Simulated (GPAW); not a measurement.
## Cr2N(OH)2 MXene monolayer: simulated STM images

What would a tunnelling microscope show on Cr2N(OH)2 MXene monolayer?

Calculated with GPAW 26.7.0; GPAW, PAW setups; layer in a repeated cell with vacuum, relaxation of atoms and in-plane cell, in the first sound run; inputs show where later runs differ.

### 1. The starting structure

The cell holds 7 atoms: 2 H, 2 O, 2 Cr and 1 N. Cell: a = 2.764 Å, b = 2.764 Å, c = 22.244 Å, α = 90.0°, β = 90.0°, γ = 120.0°. Vacuum lies along c.

### 2. Relaxation

The atoms are relaxed first, since the surface dipole, and with it the work function, follows the positions of the outer layers.

Input file run.py:

```python
import json
import numpy as np
from ase import Atoms
from ase.filters import FrechetCellFilter
from ase.optimize import BFGS
from gpaw import GPAW, PW

slab = Atoms(
    ['H', 'O', 'Cr', 'N', 'Cr', 'O', 'H'],
    positions=[
        [-0.00000, 1.59607, 8.00000],
        [-0.00000, 1.59607, 8.98000],
        [1.38224, 0.79804, 10.03094],
        [0.00000, 0.00000, 11.12173],
        [-0.00000, 1.59607, 12.21252],
        [1.38224, 0.79804, 13.26346],
        [1.38224, 0.79804, 14.24346]],
    cell=[[2.76448, 0.0, 0.0], [-1.38224, 2.39411, 0.0], [0.0, 0.0, 22.2435]],
    pbc=[True, True, True],
    magmoms=[0.0, 0.0, 2.0, 0.0, 2.0, 0.0, 0.0])

slab.calc = GPAW(mode=PW(600), xc='PBE', kpts={'size': (12, 12, 1), 'gamma': True},
                 occupations={'name': 'fermi-dirac', 'width': 0.05}, nbands='160%',
                 convergence={'density': 1e-05}, maxiter=200,
                 symmetry={'tolerance': 1e-3}, txt='slab.txt')
result = {}
# The in-plane cell is free; stress needs a cell that repeats along all three vectors
path = []
opt = BFGS(FrechetCellFilter(slab, mask=[1, 1, 0, 0, 0, 1]), maxstep=0.2)
opt.attach(lambda: path.append((slab.get_potential_energy(), slab.positions.tolist(), slab.get_forces().tolist())))
result['relaxed'] = bool(opt.run(fmax=0.02, steps=45))
result['path'] = path
result['cell'] = slab.cell.tolist()
print('in-plane lattice', slab.cell.cellpar().round(4)[[0, 1, 5]])
energy = slab.get_potential_energy()
fermi = slab.calc.get_fermi_level()
v = slab.calc.get_electrostatic_potential().mean((0, 1)) - fermi
n = slab.calc.get_pseudo_density().mean((0, 1))
L = slab.cell[2, 2]
z = np.arange(len(v)) * L / len(v)
low, high = slab.positions[:, 2].min(), slab.positions[:, 2].max()
below, above = np.interp([low - 5.8, high + 5.8], z, v)
slopes = [np.interp(x, z, np.gradient(v, z)) for x in (low - 5.8, high + 5.8)]
eps = np.array([[slab.calc.get_eigenvalues(k, s) for k in range(len(slab.calc.get_ibz_k_points()))]
                for s in range(slab.calc.get_number_of_spins())]) - fermi
top, bottom = eps[eps < 0].max(), eps[eps > 0].min()
dipole = slab.get_dipole_moment()[2]
print(f'energy {energy:.4f} eV, Fermi level {fermi:.4f} eV, dipole {dipole:.5f} e A')
print(f'potential 5.8 A off the faces, from the Fermi level: lower {below:.4f} eV, upper {above:.4f} eV')
print(f'slope of the potential there: lower {slopes[0]:.5f}, upper {slopes[1]:.5f} eV/A')
print(f'nearest levels on the mesh: {top:.4f} and {bottom:.4f} eV')
print('magnetic moment', round(slab.get_magnetic_moment(), 3))
result.update(energy=energy, fermi=fermi, dipole=dipole, below=below, above=above, slopes=slopes, edges=[top, bottom],
              z=z.tolist(), v=v.tolist(), n=n.tolist(), positions=slab.positions.tolist(),
              forces=slab.get_forces(apply_constraint=False).tolist(), moments=slab.get_magnetic_moments().tolist())
json.dump(result, open('result.json', 'w'))
```

On the command line:

```
$ OMP_NUM_THREADS=1 OPENBLAS_NUM_THREADS=1 python run.py
```

Log:

```text
Step          Energy          fmax
BFGS:    0      -47.898060        3.332646
BFGS:    1      -48.292846        2.273032
BFGS:    2      -48.892684        1.771439
BFGS:    3      -49.442340        1.871596
BFGS:    4      -49.728953        1.337274
BFGS:    5      -49.823465        0.606757
BFGS:    6      -49.849004        0.206923
BFGS:    7      -49.853761        0.125006
BFGS:    8      -49.855444        0.143842
BFGS:    9      -49.867740        0.206922
BFGS:   10      -49.889957        0.198322
BFGS:   11      -49.916834        0.157477
BFGS:   12      -49.943915        0.049936
BFGS:   13      -49.947006        0.006424
in-plane lattice [  2.9729   2.9729 120.    ]
energy -49.9354 eV, Fermi level 1.4508 eV, dipole -0.00031 e A
potential 5.8 A off the faces, from the Fermi level: lower 2.0851 eV, upper 2.0875 eV
slope of the potential there: lower -0.00306, upper 0.00188 eV/A
nearest levels on the mesh: -0.0238 and 0.0232 eV
magnetic moment 5.56
```

Wall time 42 min (1 thread of Arm Neoverse V1, shared host); peak memory 0.76 GiB.

This step gave:

| Item | Value |
| --- | --- |
| dipole along the normal | -3.09e-4 e·Å |
| levels nearest the Fermi level on the mesh | -0.02382, 0.02320 eV from the Fermi level |
| site moments | 0.004034, 0.01833, 2.542, -0.01900, 2.542, 0.01833, 0.004034 μB |
| sum of the site moments | 5.110 μB |

The electrostatic potential energy of an electron (without an applied field's), less the Fermi level, planar mean oscillates, so the rows of the table below give means over windows of 1.41 Å about each position, cut where the curve ends. Its maxima inside the range that stand out by 2 % of the span (Å: eV): 8.1: -0.405, 9.3: -6.64, 10.7: -7.58, 11.6: -7.58, 13.0: -6.63, 14.1: -0.396. Its minima: 7.8: -1.50, 8.8: -11.6, 10.0: -17.7, 11.1: -14.4, 12.3: -17.7, 13.4: -11.6, 14.5: -1.50.

Table of electrostatic potential energy of an electron (without an applied field's), less the Fermi level, planar mean by z; means over each step:

z (Å), electrostatic potential energy of an electron (without an applied field's), less the Fermi level, planar mean (eV) and a bar from the least value:
```
     0.70        2.1 ##############################
     2.11        2.1 ##############################
     3.52        2.1 ##############################
     4.93        2.0 ##############################
     6.34        1.6 #############################
     7.75       -0.6 ########################
     9.16       -9.8 ######
    10.57      -12.4 
    11.98      -12.6 
    13.39       -6.9 ############
    14.80        0.0 ##########################
    16.21        1.7 #############################
    17.62        2.0 ##############################
    19.03        2.1 ##############################
    20.44        2.1 ##############################
    21.85        2.1 ##############################
```

The pseudo valence density, planar mean oscillates, so the rows of the table below give means over windows of 1.15 Å about each position, cut where the curve ends. Its maxima inside the range that stand out by 2 % of the span (Å: e/Å³): 8.8: 1.00, 10.1: 0.625, 11.1: 0.775, 12.2: 0.625, 13.4: 1.00. Its minima: 9.5: 0.458, 10.4: 0.515, 11.8: 0.515, 12.7: 0.458.

The pseudo valence density, planar mean by z; means over each step:

```
z (Å)  pseudo valence density, planar mean (e/Å³)
 2.88                                      5.7e-5
 4.02                                      2.5e-4
 5.17                                      9.9e-4
 6.33                                     0.00454
 7.47                                      0.0894
 8.62                                       0.676
 9.77                                       0.555
10.92                                       0.675
12.07                                       0.569
13.22                                       0.725
14.37                                       0.214
15.52                                      0.0110
16.67                                     0.00156
17.82                                      4.0e-4
18.97                                      9.5e-5
```

Site moment by atom:

```
atom  site moment (μB)
  H1              0.00
  O2              0.02
 Cr3              2.54
  N4             -0.02
 Cr5              2.54
  O6              0.02
  H7              0.00
```

The relaxation lowered the energy of the cell by 2.06 eV (energies extrapolated to zero smearing; the optimiser's log prints free energies). The largest force left on a free atom is 0.0064 eV/Å.

### 3. Plane waves, PBE

The work function is the vacuum plateau of the electrostatic potential less the Fermi level; a dipole layer lets the two faces have plateaus of their own.

This step: GPAW, PAW setups; slab in vacuum (GPAW 26.7.0).

The cell differs from the one that the last finished run ended in (c 22.244 → 22.593 Å).

Input file run.py:

```python
import json
import numpy as np
from ase import Atoms
from ase.dft.stm import STM
from gpaw import GPAW, PW

slab = Atoms(
    ['H', 'O', 'Cr', 'N', 'Cr', 'O', 'H'],
    positions=[
        [-0.00000, 1.71641, 8.00000],
        [0.00000, 1.71641, 8.97563],
        [1.48646, 0.85821, 10.14681],
        [0.00000, -0.00000, 11.29657],
        [-0.00000, 1.71641, 12.44633],
        [1.48646, 0.85821, 13.61750],
        [1.48646, 0.85821, 14.59314]],
    cell=[[2.97292, -0.0, 0.0], [-1.48646, 2.57462, 0.0], [0.0, 0.0, 22.5931]],
    pbc=[True, True, False],
    magmoms=[0.0, 0.0, 2.0, 0.0, 2.0, 0.0, 0.0])

slab.calc = GPAW(mode=PW(500), xc='PBE', kpts={'size': (12, 12, 1), 'gamma': True},
                 occupations={'name': 'fermi-dirac', 'width': 0.05}, nbands='160%',
                 convergence={'density': 1e-05}, maxiter=200,
                 poissonsolver={'dipolelayer': 'xy'},
                 symmetry={'tolerance': 1e-3}, txt='slab.txt')
result = {}
energy = slab.get_potential_energy()
fermi = slab.calc.get_fermi_level()
v = slab.calc.get_electrostatic_potential().mean((0, 1)) - fermi
n = slab.calc.get_pseudo_density().mean((0, 1))
L = slab.cell[2, 2]
z = np.arange(len(v)) * L / len(v)
low, high = slab.positions[:, 2].min(), slab.positions[:, 2].max()
below, above = np.interp([low - 5.8, high + 5.8], z, v)
slopes = [np.interp(x, z, np.gradient(v, z)) for x in (low - 5.8, high + 5.8)]
eps = np.array([[slab.calc.get_eigenvalues(k, s) for k in range(len(slab.calc.get_ibz_k_points()))]
                for s in range(slab.calc.get_number_of_spins())]) - fermi
top, bottom = eps[eps < 0].max(), eps[eps > 0].min()
dipole = slab.get_dipole_moment()[2]
print(f'energy {energy:.4f} eV, Fermi level {fermi:.4f} eV, dipole {dipole:.5f} e A')
print(f'potential 5.8 A off the faces, from the Fermi level: lower {below:.4f} eV, upper {above:.4f} eV')
print(f'slope of the potential there: lower {slopes[0]:.5f}, upper {slopes[1]:.5f} eV/A')
print(f'nearest levels on the mesh: {top:.4f} and {bottom:.4f} eV')
print('magnetic moment', round(slab.get_magnetic_moment(), 3))
result.update(energy=energy, fermi=fermi, dipole=dipole, below=below, above=above, slopes=slopes, edges=[top, bottom],
              z=z.tolist(), v=v.tolist(), n=n.tolist(), positions=slab.positions.tolist(),
              forces=slab.get_forces(apply_constraint=False).tolist(), moments=slab.get_magnetic_moments().tolist())

# Images need the states of the whole zone, up to time reversal
slab.calc = slab.calc.fixed_density(symmetry={'point_group': False}, txt='states.txt', nbands='220%',
                                    convergence={'bands': 'CBM+0.8'})
stm = STM(slab)
result['stm'] = []
for bias in [-0.5, 0.5]:
    height = high + 3.5
    current = stm.get_averaged_current(bias, height)
    x, y, h = stm.scan(bias, current)
    i, f = divmod(height / L * stm.ldos.shape[2], 1)
    I = abs((1 - f) * stm.ldos[:, :, int(i)] + f * stm.ldos[:, :, int(i) + 1])
    print(f'bias {bias} V: mean current at 3.5 A {current:.4e}, corrugation {np.ptp(h):.4f} A')
    result['stm'].append(dict(bias=bias, current=current, h=(h - high).tolist(), I=I.tolist()))
json.dump(result, open('result.json', 'w'))
```

Log:

```text
energy -48.8001 eV, Fermi level 1.3990 eV, dipole 0.00081 e A
potential 5.8 A off the faces, from the Fermi level: lower 2.0905 eV, upper 2.0786 eV
slope of the potential there: lower -0.00335, upper 0.00335 eV/A
nearest levels on the mesh: -0.0222 and 0.0206 eV
magnetic moment 5.557
bias -0.5 V: mean current at 3.5 A 3.3897e-04, corrugation 0.0209 A
bias 0.5 V: mean current at 3.5 A 1.0892e-03, corrugation 0.0185 A
```

Wall time 9 min (1 thread); peak memory 0.87 GiB.

This step gave:

```
dipole along the normal                    : 8.07e-4 e·Å
levels nearest the Fermi level on the mesh : -0.02220, 0.02058 eV from the Fermi level
upper work function                        : 2.079 eV
lower work function                        : 2.090 eV
site moments                               : 0.004050, 0.01823, 2.541, -0.01958, 2.541, 0.01823, 0.004050 μB
corrugation -0.5                           : 0.02088 Å
corrugation 0.5                            : 0.01849 Å
sum of the site moments                    : 5.107 μB
```

The electrostatic potential energy of an electron (without an applied field's), less the Fermi level, planar mean oscillates, so the rows of the table below give means over windows of 1.41 Å about each position, cut where the curve ends. Its maxima inside the range that stand out by 2 % of the span (Å: eV): 8.3: -0.406, 9.4: -6.58, 10.8: -7.60, 11.8: -7.60, 13.2: -6.59, 14.3: -0.417. Its minima: 8.0: -1.53, 9.0: -11.4, 10.2: -17.7, 11.3: -14.4, 12.4: -17.7, 13.6: -11.4, 14.6: -1.54.

The electrostatic potential energy of an electron (without an applied field's), less the Fermi level, planar mean by z; means over each step:

z (Å), electrostatic potential energy of an electron (without an applied field's), less the Fermi level, planar mean (eV) and a bar from the least value:
```
     0.70        2.1 ##############################
     2.11        2.1 ##############################
     3.52        2.1 ##############################
     4.93        2.0 ##############################
     6.34        1.7 #############################
     7.75       -0.2 #########################
     9.16       -8.1 #########
    10.57      -12.7 
    11.98      -12.7 
    13.39       -8.4 #########
    14.80       -0.3 #########################
    16.21        1.6 #############################
    17.62        2.0 ##############################
    19.03        2.1 ##############################
    20.44        2.1 ##############################
    21.85        2.1 ##############################
```

The pseudo valence density, planar mean oscillates, so the rows of the table below give means over windows of 1.13 Å about each position, cut where the curve ends. Its maxima inside the range that stand out by 2 % of the span (Å: e/Å³): 9.0: 0.996, 10.2: 0.636, 11.3: 0.771, 12.4: 0.636, 13.6: 0.996. Its minima: 9.6: 0.474, 10.5: 0.517, 12.0: 0.517, 13.0: 0.474.

The pseudo valence density, planar mean by z; means over each step:

```
z (Å)  pseudo valence density, planar mean (e/Å³)
 2.82                                      4.1e-5
 3.95                                      1.8e-4
 5.08                                      7.1e-4
 6.21                                     0.00282
 7.34                                      0.0389
 8.47                                       0.495
 9.60                                       0.630
10.73                                       0.626
11.86                                       0.625
12.99                                       0.632
14.12                                       0.490
15.25                                      0.0382
16.38                                     0.00279
17.52                                      7.1e-4
18.64                                      1.8e-4
19.77                                      4.1e-5
```

Tip height over the top atom over a1 and a2. Sample bias -0.5 V, constant current at the mean current 3.5 Å over the top atom.

Ten even steps from '_' (3.492 Å) to '@' (3.513 Å):
```
++==--......::....::......--==++
==--..____..::::::..____..--====
--..______::----::______..--====
::..____..------..____..::--==--
::....::--====--::....::--------
--::::----==----::::----======--
::..::--------::..::==++++++++==
::..::::..::::..::==**######**==
::::..____..::::==**%%@@@@%%**==
--..______..--==**%%@@@@@@%%**==
::..____..::--++##@@@@@@@@##++--
::......::--==++##@@@@@@##++==--
------------==++##%%%%##++==----
==========--==++******++==--====
++++====------========------====
++++==--::::--::::::--::::--==++
```
Columns: a1 from 0 to 0.938; rows upwards: a2 from 0 to 0.938.

Local density of states summed over the bias window over a1 and a2. Sample bias -0.5 V, constant height 3.5 Å over the top atom.

Ten even steps from '0' (3.36 × 1e-4 arbitrary) to '9' (3.44 × 1e-4 arbitrary):
```
5431112112111345
4310012221001344
3100123321001344
2101233321012343
2112344321123333
3223343322344444
2123333212455554
2122222124677764
2211112246899864
3100013468999864
2100124579999754
2111234579997543
3333334578875433
4444434566654344
5544334444443344
5543223222322345
```
Columns: a1 from 0 to 0.938; rows upwards: a2 from 0 to 0.938.

Tip height over the top atom over a1 and a2. Sample bias 0.5 V, constant current at the mean current 3.5 Å over the top atom.

Ten even steps from '0' (3.491 Å) to '9' (3.510 Å):
```
5653222222223565
6520122322102566
4300123321003455
3211233321123444
3222333322234444
3223333322355655
3233333323577775
3222222235799975
3221122358999985
3210123579989975
3200235799889975
3323345799999754
4554446799997644
6665445778775445
5565445555554456
5564333333333465
```
Columns: a1 from 0 to 0.938; rows upwards: a2 from 0 to 0.938.

Local density of states summed over the bias window over a1 and a2. Sample bias 0.5 V, constant height 3.5 Å over the top atom.

Ten even steps from '_' (1.08 × 1e-3 arbitrary) to '@' (1.10 × 1e-3 arbitrary):
```
****++--::::::::::::::::--++****
**++::____::::--::::____::++****
++--____..::----::..____--++++++
--::__..::------::..__::--======
--::::::--------::::::--========
--::::----------::::--++******++
--::------------::--++##%%%%##++
--::::::::::::::--++%%@@@@@@%%++
--::::....::::--++%%@@@@@@@@%%++
--::______::--++%%@@@@@@@@@@%%++
--::____::--++##@@@@@@@@@@@@##++
----::----==**%%@@@@@@@@@@%%**==
++++++++====**%%@@@@@@@@%%**====
******++====**##%%%%%%##**====++
******++====++++++++++++====++**
++****++------------------++****
```
Columns: a1 from 0 to 0.938; rows upwards: a2 from 0 to 0.938.

Force by atom:

```
atom  x (eV/Å)  y (eV/Å)  z (eV/Å)   size
  H1     0.000     0.000    -0.100  0.100
  O2     0.000     0.000     0.084  0.084
 Cr3     0.000     0.000    -0.010  0.010
  N4     0.000     0.000     0.000  0.000
 Cr5     0.000     0.000     0.010  0.010
  O6     0.000     0.000    -0.084  0.084
  H7     0.000     0.000     0.100  0.100
```

The potential is flat to 0.003 eV/Å where it is read, so the vacuum is wide enough.

### 4. Outcome

```json
{
  "work function, upper and lower face": "2.079 and 2.090 eV",
  "dipole along the normal": "8.1e-4 e Å, near the numerical noise",
  "corrugation at -0.5 V": "0.0209 Å",
  "corrugation at 0.5 V": "0.0185 Å"
}
```

In GPAW's constant-current maps the tip height varies by under 0.05 Å at every bias shown (0.021 Å at most), which is near the numerical ripple of the maps: an s-wave tip would see an almost flat surface. Negative sample bias images filled states, positive bias empty ones. The images are of Tersoff-Hamann type: an s-wave tip, no tip-sample forces, heights closer than in a microscope. The starting lattice was a guess from atomic radii; the relaxation moved it by 8 %. The small printed dipole stands for a step of -19 meV from the lower to the upper face, and the probes find -12 meV; values this small are near the numerical noise of both. One magnetic start was tried; another order may lie lower. The layer's cell and atoms come from the relaxation; spin-orbit coupling and temperature are left out.

[Logs are printed without paths, hosts, clocks, repeated set-up lines and the standing remarks that a program may print on its own settings, such as how far it seeks lower states.]

[Hosts, paths, dates, database ids (printed as entryN), source tags and the programs' standing remarks are cut or masked in the printed files.]
